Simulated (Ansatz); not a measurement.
# Structural relaxation of generalised stacking fault on (112) of a Nb-Li solid solution (54 atoms)

Aim: bring generalised stacking fault on (112) of a Nb-Li solid solution (54 atoms) to a nearby minimum of the energy and see what moves.

Calculated with Ansatz 0.2.0; Kohn-Sham DFT, PBE, PAW (set soft_2), plane waves.

Report form: the programs' logs are mostly left out.

**1. Set-up**

The cell holds 54 atoms: 30 Nb and 24 Li. Its edges and angles: a = 8.820 Å, b = 4.801 Å, c = 25.206 Å, α = 90.0°, β = 86.1°, γ = 90.0°. It derives from Nb and Li. Bcc Nb lattice (a = 3.3949 Å, the value set for the mixture), cell with z along [112], 3 x 1 x 3 periods; the third cell vector is tilted by 0.583 of 1/2<111> (its sense, twinning or antitwinning, isn't checked) and lengthened by 0.2 Å, so the cell holds one fault; displaced by a Gaussian of 0.01 Å; 24 of 54 Nb sites given to Li at random (lattice constant by Vegard's rule between Nb and Li).

What the set-up can't give: The cell is under 6 Å thick along one periodic direction, so every atom has periodic images of itself close by, which move with it and show among its neighbours and in g(r). Atoms were free to move along the slip, so the relaxation can undo part or all of it. The host structure and its lattice constant were typed by rule, without a check against the phase diagram.

**2. Single point at the start**

The forces at the start show how far the geometry lies from a minimum of this functional.

File input.yaml:

```yaml
crystal:
  lattice:
    - [8.82021, 0.0, 0.0]
    - [0.0, 4.80111, 0.0]
    - [1.715, 0.0, 25.14732]
  atoms:
    - { symbol: Nb, position: [0.47534, 0.99947, 0.99218] }
    - { symbol: Nb, position: [0.13936, 0.00111, 0.99115] }
    - { symbol: Li, position: [0.80825, 0.00176, 0.9917] }
    - { symbol: Nb, position: [0.76828, 0.49721, 0.05379] }
    - { symbol: Nb, position: [0.43445, 0.50134, 0.05439] }
    - { symbol: Li, position: [0.1012, 0.50079, 0.05474] }
    - { symbol: Li, position: [0.86684, 0.00146, 0.10948] }
    - { symbol: Li, position: [0.53287, 0.00013, 0.11046] }
[... 42 atom lines left out ...]
    - { symbol: Nb, position: [0.93775, 0.00062, 0.88076] }
    - { symbol: Nb, position: [0.70675, 0.49809, 0.93645] }
    - { symbol: Li, position: [0.37253, 0.50147, 0.93643] }
    - { symbol: Li, position: [0.0401, 0.50072, 0.93671] }
kpoints:
  mp_grid: { grid: [2, 4, 1] }
hamiltonian:
  xc: pbe
scf:
  occupations: { method: fermi_dirac, width: 0.1 }
output:
  forces: true
```

Started as:

```
ansatz run input.yaml --threads 4 --pin off --max-ram 8192MiB --backend cpu --events-out ev --progress --plain --runs-dir out
```

The job ended after 33 s (4 threads of AMD EPYC 7R13 (Zen 3), shared host; peak memory 4.6 GiB).

The run gave:

```yaml
free_energy: -141453.0176 eV
free_energy_per_atom: -2619.5003 eV/atom
scf_cycles: 9
r_m_s_force_component: 0.4976 eV/Å
longest_force: 2.424 eV/Å
fermi_energy: 9.202 eV
```

The r.m.s. force component of 0.50 eV/Å sets the starting point.

Length of the force by element:

```csv
element,coordination,atoms,mean length of the force (eV/Å),spread,least,most
Li,all,24,0.203,0.100,0.0738,0.454
Nb,all,30,0.877,0.726,0.0455,2.42
```

**3. Relaxation**

The atoms are relaxed in the fixed cell, aiming at the force tolerance of the input.

input.yaml: that of step 2 with these lines changed.

```diff
@@ -15 +15,4 @@
   forces: true
+relax:
+  f_tol: 0.03
+  max_steps: 80
```

Run time: 13 min. Hardware: 4 threads; peak memory 4.7 GiB.

The steps of the relaxation (22 of 27):

```csv
step,energy less that of the first step (eV),largest force component (eV/Å)
1,0.0000,2.0362
2,-2.8002,1.4773
3,-4.4220,1.3822
5,-6.4993,0.4142
6,-7.1115,0.3881
7,-7.3956,0.2082
8,-7.5612,0.3405
10,-7.7999,0.1011
11,-7.8649,0.2239
12,-7.8949,0.2037
13,-7.9143,0.1558
15,-7.9513,0.1495
16,-8.0063,0.2328
17,-8.1588,0.5014
18,-8.4456,0.5295
20,-8.8711,0.7608
21,-8.9003,0.5568
22,-8.9798,0.2338
23,-8.9757,0.3059
25,-9.0194,0.0369
26,-9.0066,0.1351
27,-9.0219,0.0171
```

Relaxation steps 23, 26 were tried and not accepted.

The atoms that moved most (Å):

```csv
atom,dx,dy,dz,length
Nb13,-1.630,0.009,-0.680,1.766
Nb10,-1.609,0.007,-0.582,1.711
Nb9,1.529,0.003,-0.643,1.659
Li12,-1.630,0.011,-0.231,1.646
Li11,-1.544,-0.004,-0.442,1.606
Li8,1.517,0.002,-0.516,1.602
Nb4,-1.524,0.016,-0.476,1.597
Li7,1.560,-0.005,-0.322,1.593
```

The relaxation changed the energy by -167 meV/atom, and atoms moved by 0.84 Å r.m.s., 1.8 Å at most.

**4. Structure statistics after relaxation**

Density 4.61 g/cm³, 19.72 Å³ an atom.

Pair distribution functions g(r), in bins of 0.1 Å:

```csv
r (Å),total,Nb-Nb,Nb-Li,Li-Li
2.25,0.00,0.00,0.00,0.00
2.35,0.11,0.35,0.00,0.00
2.45,0.00,0.00,0.00,0.00
2.55,0.18,0.58,0.00,0.00
2.65,0.99,2.95,0.00,0.41
2.75,0.77,1.24,0.31,1.19
2.85,4.34,6.21,3.17,4.37
2.95,4.34,5.01,4.83,2.05
3.05,1.87,1.00,2.02,2.84
3.15,1.94,2.68,0.94,3.28
3.25,2.92,3.71,2.47,2.81
3.35,1.90,1.66,1.87,2.36
3.45,1.66,0.16,2.37,2.24
3.55,0.51,0.00,0.85,0.46
3.65,0.30,0.14,0.35,0.44
3.75,0.33,0.26,0.17,0.85
3.85,0.20,0.26,0.16,0.20
3.95,0.07,0.00,0.00,0.37
4.05,0.07,0.00,0.14,0.00
4.15,0.07,0.00,0.00,0.35
4.25,0.07,0.10,0.00,0.17
4.35,0.31,0.40,0.31,0.15
4.45,0.35,0.57,0.18,0.45
4.55,0.87,1.46,0.68,0.42
4.65,1.32,1.57,1.36,0.82
4.75,1.16,1.09,1.36,0.79
4.85,2.29,3.46,1.15,3.29
4.95,0.69,0.30,0.67,1.32
5.05,0.36,0.07,0.32,0.93
5.15,0.48,0.78,0.35,0.33
5.25,0.80,0.88,0.86,0.54
5.35,1.46,1.97,1.23,1.23
5.45,1.72,2.90,1.15,1.28
5.55,3.00,2.69,3.29,2.76
5.65,2.57,1.71,3.28,2.11
5.75,2.08,1.95,1.96,2.58
5.85,1.48,1.49,1.65,1.03
5.95,0.95,0.58,1.10,1.16
6.05,0.33,0.31,0.32,0.40
6.15,0.40,0.25,0.50,0.39
6.25,0.25,0.19,0.09,0.76
6.35,0.30,0.23,0.18,0.73
6.45,0.36,0.36,0.31,0.49
6.55,0.37,0.27,0.30,0.69
```

**5. Single point at the relaxed geometry**

One more single point at the end of the walk gives the fuller output and checks the residual forces.

File input.yaml:

```yaml
crystal:
  lattice:
    - [8.82021, 0.0, 0.0]
    - [0.0, 4.80111, 0.0]
    - [1.715, 0.0, 25.14732]
  atoms:
    - { symbol: Nb, position: [0.5023, 0.00051, 0.97935] }
    - { symbol: Nb, position: [0.19297, 0.00052, 0.98664] }
    - { symbol: Li, position: [0.83892, 0.0005, 0.98414] }
    - { symbol: Nb, position: [0.59915, 0.50051, 0.03486] }
    [... 44 atom lines left out ...]
    - { symbol: Nb, position: [0.64091, 0.00049, 0.8783] }
    - { symbol: Nb, position: [0.31219, 0.00051, 0.87456] }
    - { symbol: Nb, position: [0.00023, 0.00051, 0.8742] }
    - { symbol: Nb, position: [0.70474, 0.50051, 0.93802] }
    - { symbol: Li, position: [0.38235, 0.50051, 0.92845] }
    - { symbol: Li, position: [0.0747, 0.50052, 0.93382] }
kpoints:
  mp_grid: { grid: [2, 4, 1] }
hamiltonian:
  xc: pbe
scf:
  occupations: { method: fermi_dirac, width: 0.1 }
output:
  forces: true
  stress: true
  populations: intrinsic
  dos:
    method: { smearing: { sigma: 0.08 } }
    de: 0.1
    projected: { site_lists: { Li: [Li], Nb: [Nb] } }
  eigenvalues: true
  write_density: true
  write_potential: true
  volumetric_format: npy
```

Elapsed: 71 s, on 4 threads; peak memory 4.5 GiB.

The program notes that the atoms just miss a symmetry operation.

The run gave:

```yaml
free_energy: -141462.0395 eV
free_energy_per_atom: -2619.6674 eV/atom
scf_cycles: 9
pressure: -4.533 GPa
r_m_s_force_component: 0.00512 eV/Å
longest_force: 0.01964 eV/Å
fermi_energy: 9.308 eV
levels_partly_filled_by_over_2_per_cent: 118
```

States in the cell by windows of 0.5 eV, zero at the Fermi level; the larger projections on atomic orbitals stand beside the total:

```csv
from (eV),to (eV),total,Nb d,Nb s,Li s
-10,-5.5,0.0,0.0,0.0,0.0
-5.5,-5,0.3,0.0,0.2,0.0
-5,-4.5,1.5,0.0,1.2,0.2
-4.5,-4,2.8,0.1,2.2,0.4
-4,-3.5,3.0,0.3,2.0,0.6
-3.5,-3,7.9,2.9,3.8,1.1
-3,-2.5,22.5,15.5,4.4,2.3
-2.5,-2,23.1,17.6,2.7,2.4
-2,-1.5,26.6,21.5,2.2,2.3
-1.5,-1,30.0,25.5,1.7,2.0
-1,-0.5,28.5,23.9,1.7,1.8
-0.5,0,27.5,21.7,1.7,2.4
0,0.5,23.5,17.4,1.8,2.1
0.5,1,23.1,17.0,1.5,1.6
```

The curve was stored every 0.10 eV, coarse against its broadening of 0.08 eV, so these counts are rough.

The stored curve holds about 174 of the 462 electrons; the rest, give or take the few that broadening carries across the Fermi level, lie in deeper levels below its range.

The levels nearest the highest filled one (over half full), pooled over k-points and spins:

```csv
level less the highest filled one (eV),occupation
-0.0205,1.15
-0.016,1.13
-0.0033,1.06
-0.0031,1.06
-0.0026,1.06
0,1.05
0.0159,0.967
0.0214,0.94
0.0343,0.876
0.0384,0.856
0.0398,0.849
0.0434,0.831
```

Valence density in the ca plane at fractional y = 0.000, with atoms of Nb and Li within 0.2 Å of it. It is the smooth field of the valence electrons, not physical close to the nuclei.

Ten even steps from '0' (0.0 e/Å³) to '9' (7.7 e/Å³), each cell a mean:
```
00000000000000130000000241000000000001210000
00000000000000493000000493000000110000000000
00000000000000141000000121000003542000000000
10000000000000000000000000000014664100000000
00000000000000000000000000000014664100111000
00000020000000000000000000000002442001354200
00000394000000000000000000000000110001566410
00000152000000000000000000000000000001466410
00000000000023210000000351000000000000133200
00000000000146530000000493000002210000000000
20000000000156640000000020000025641000000000
41000000000135530000000000000036662000000000
30001121000012210000000000000025652000000000
10002553100001000000000000000002321001331000
00014665100012100000000000000000000013664100
00003665100135520000002100000000000014665100
00001232000156640000019600000000000002553100
20000000000146630000004300000000000000121000
51000000000013310000000000000055000000000000
52000000000000000000000000000067100000000000
31000000000000000000000000000011000002321000
10000022000000000000000000000000000014652000
00000077100000000000000000000000000025663000
00000034000000000000000000000000000014652000
```
Columns run along c (16.0 Å, from fractional 0.00 to 0.63 of the cell), rows up along a (8.8 Å). Atoms in or near the plane, at fractional coordinates: Li at (0.10, 0.05), Li at (0.09, 0.71), Nb at (0.08, 0.38), Nb at (0.19, 0.56), Nb at (0.19, 0.29), Li at (0.22, 0.92), Li at (0.35, 0.60), Li at (0.32, 0.30), Li at (0.35, 0.93), Nb at (0.47, 0.83), Nb at (0.46, 0.51), Li at (0.44, 0.19), Nb at (0.57, 0.70), Nb at (0.56, 0.35) and more.

Electrostatic potential energy in the ca plane at fractional y = 0.000, with atoms of Nb and Li within 0.2 Å of it. With pseudopotentials it is smooth inside the atoms' cores, unlike the true potential.

Ten even steps from '0' (-69 eV) to '9' (12 eV), each cell a mean:
```
99999988999998767999998657999999999987557999
99999999999998646899998546899987668999889999
89999999999998756899999767999974125899999999
79999999999999888999999989999962002799999999
79999989999999999999999999999972002788766899
99999767999999999999999999999985325887312589
99998646899999999999999999999998778986100379
99999756899988899999999888999999999996200379
99999988999854478999998657999998889998533588
89999999999620048999998656899975468999877899
58999999999510027999999767999851026899999999
37999889999731148999999999999840004899999999
37987557899875578999999999999851015898888999
68984113799987889999999999999975457886446899
89973001589865689999998999999998889973002699
99984002689631158999976789999999999973001589
89997435898510027999964579999999999985113699
47999888999620037999976689999988999998656899
15899999999864468999998899999766799999888999
15899999999988889999999999999755799998789999
36899989999999999999999999999877899975457999
78999866899999999999999999999999999851014899
99999755799999999999999999999999999850003799
99999866799999989999999888999999999962014899
```
Columns run along c (16.0 Å, from fractional 0.00 to 0.63 of the cell; values clipped at the 3rd and 97th percentile), rows up along a (8.8 Å). Atoms in or near the plane, at fractional coordinates: Li at (0.10, 0.05), Li at (0.09, 0.71), Nb at (0.08, 0.38), Nb at (0.19, 0.56), Nb at (0.19, 0.29), Li at (0.22, 0.92), Li at (0.35, 0.60), Li at (0.32, 0.30), Li at (0.35, 0.93), Nb at (0.47, 0.83), Nb at (0.46, 0.51), Li at (0.44, 0.19), Nb at (0.57, 0.70), Nb at (0.56, 0.35) and more.

Within 0.4 eV of the Fermi level the largest share is Nb d (82 % of the projected weight).

Local excerpt of 14 atoms (numbers count through the whole input) about Nb4, picked at random; x, y, z are measured from there.

```csv
atom,x,y,z,distance (Å)
Nb4,0.00,0.00,0.00,0.00
Nb52,0.77,0.00,-2.44,2.55
Nb5,-2.67,0.00,0.02,2.67
Nb10,-1.07,0.00,2.69,2.90
Nb1,-0.95,-2.40,-1.40,2.93
Nb1,-0.95,2.40,-1.40,2.93
Li8,1.06,-2.40,1.39,2.97
Li8,1.06,2.40,1.39,2.97
Li6,3.09,0.00,0.01,3.09
Nb9,-1.87,-2.40,1.25,3.29
Nb9,-1.87,2.40,1.25,3.29
Li3,2.03,2.40,-1.28,3.39
Li3,2.03,-2.40,-1.28,3.39
Li53,-2.09,0.00,-2.68,3.40
```

**6. Outcome**

```json
{
 "energy change in the relaxation": "-167.1 meV/atom",
 "r.m.s. displacement": "0.836 Å",
 "largest displacement": "1.766 Å",
 "free energy per atom": "-2619.6674 eV/atom",
 "density": "4.606 g/cm³",
 "pressure": "-4.533 GPa",
 "r.m.s. force component": "0.00512 eV/Å",
 "wall time of the 3 DFT runs": "15 min"
}
```

Relaxation lowers the energy by 167 meV/atom and moves atoms by 0.84 Å r.m.s.; the r.m.s. force component goes from 0.50 to 0.0051 eV/Å. First to last step the energy falls by 9.022 eV; the largest move, 1.77 Å, is that of Nb13. 118 levels are partly filled, by over 2 % (on the run's k-points), as in a metal.

What to keep in mind: Atoms were free to move along the slip, so the relaxation can undo part or all of it. The pressure of -4.5 GPa means that a free cell would contract at this level.

[Logs are printed without paths, hosts, clocks, repeated set-up lines and the standing remarks that a program may print on its own settings, such as how far it seeks lower states.]

[Hosts, paths, dates, database ids (printed as entryN), source tags and the programs' standing remarks are cut or masked in the printed files.]
